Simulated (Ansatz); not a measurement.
# A thicker film of HfO2 (110) from two thinner ones

In a field along its normal an insulating film takes a dipole p. Written as a length, p/(ε₀AE), it should grow by 1 − 1/ε for each ångström added.

Set-up. Ansatz 0.2.0, plane waves with PAW datasets (its set soft_2), PBEsol; fluorite films relaxed at a bulk in-plane lattice constant near the measured one, then held in weak fields of both signs with a dipole correction (A is the cell's area, E the outer field).

```tsv
run	distance between the outer atoms (Å)	p/(ε₀AE) (Å)
4 units	5.431	6.160
6 units	8.954	9.090
9 units	14.241	?
```

**Question.** What value belongs in the row marked “?”, and how far can the other rows tell?

Two rows fix a line: slope = (9.090 − 6.160) / (8.954 − 5.431) = 0.8317, intercept 1.6430. That slope means ε = 1/(1 − 0.8317) = 5.94. At 14.241 it gives 0.8317 × 14.241 + 1.6430 = 13.487 Å, beyond the rows fitted. Rounding of the rows alone allows about ±0.004 Å there; two rows can't show whether the line holds.

The run itself gives 13.459 Å: a miss of −0.028 Å, or 0.2 % of the value. The length is met to within 1 %, though ε is more sensitive than the length: the two thickest films give ε = 5.76.

**Limits.** This is the electronic response alone. A unit is one step of the cut along the normal (a plane, a pair of planes or a cell), and the layers relax along it, away from their bulk spacing where the functional's lattice constant differs from the one held.

[Logs are printed without paths, hosts, clocks, repeated set-up lines and the standing remarks that a program may print on its own settings, such as how far it seeks lower states.]
